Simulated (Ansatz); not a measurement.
# Li3Al2: which shell does photoemission see at 21.2 and 100 eV? (r²SCAN)

The valence band of Li3Al2 mixes several shells. Work out by hand which one leads the spectrum's area at each photon energy.

Filled states come from the projected DOS of Ansatz 0.2.0 (r²SCAN, plane waves); cross sections σ and asymmetry parameters β are those of free atoms in a Dirac–Hartree–Slater calculation. A shell's area is states × σ × angular factor, which is 1 − β·P₂(cos θ)/2 for unpolarised light, with θ = 60° from the beam and P₂ = -0.125.

**At 21.2 eV** (states counted from 9.9 eV below the zero; other shells add 0.02 to the products' sum of 1.4):

```
shell  filled states a cell  cross section (Mb an electron)      β  angular factor  product  share by hand (%)  share in the simulated spectrum (%)
Al 3s                  1.98                           0.153   2.00            1.12    0.341                 24                                   24
Al 3p                  5.53                          0.0697  -0.25            0.98    0.379                 27                                   27
Li 2s                  1.24                           0.473   2.00            1.12    0.659                 47                                   47
```

**At 100 eV** (states counted from 9.9 eV below the zero; other shells add 0.0002 to the products' sum of 0.384):

| shell | filled states a cell | cross section (Mb an electron) | β | angular factor | product | share by hand (%) | share in the simulated spectrum (%) |
| --- | --- | --- | --- | --- | --- | --- | --- |
| Al 3s | 1.98 | 0.0525 | 2.00 | 1.12 | 0.117 | 30 | 30 |
| Al 3p | 5.53 | 0.0397 | 1.55 | 1.10 | 0.241 | 63 | 63 |
| Li 2s | 1.24 | 0.0184 | 2.00 | 1.12 | 0.0257 | 7 | 7 |

Li 2s leads at 21.2 eV and Al 3p at 100 eV. Between the two energies σ of Li 2s changes by a factor 0.039 and that of Al 3p by 0.57, so their ratio moves 15-fold in favour of the second. The simulated spectrum uses the same rule on the energy-resolved DOS, so the two share columns agree within a few points.

Only crystals where the two columns agree within 4 points and the lead is clear are worked in this form. Free-atom cross sections ignore the solid's final states, no escape depth or background enters, and the count of states a shell hangs on the projection.

[Logs are printed without paths, hosts, clocks, repeated set-up lines and the standing remarks that a program may print on its own settings, such as how far it seeks lower states.]
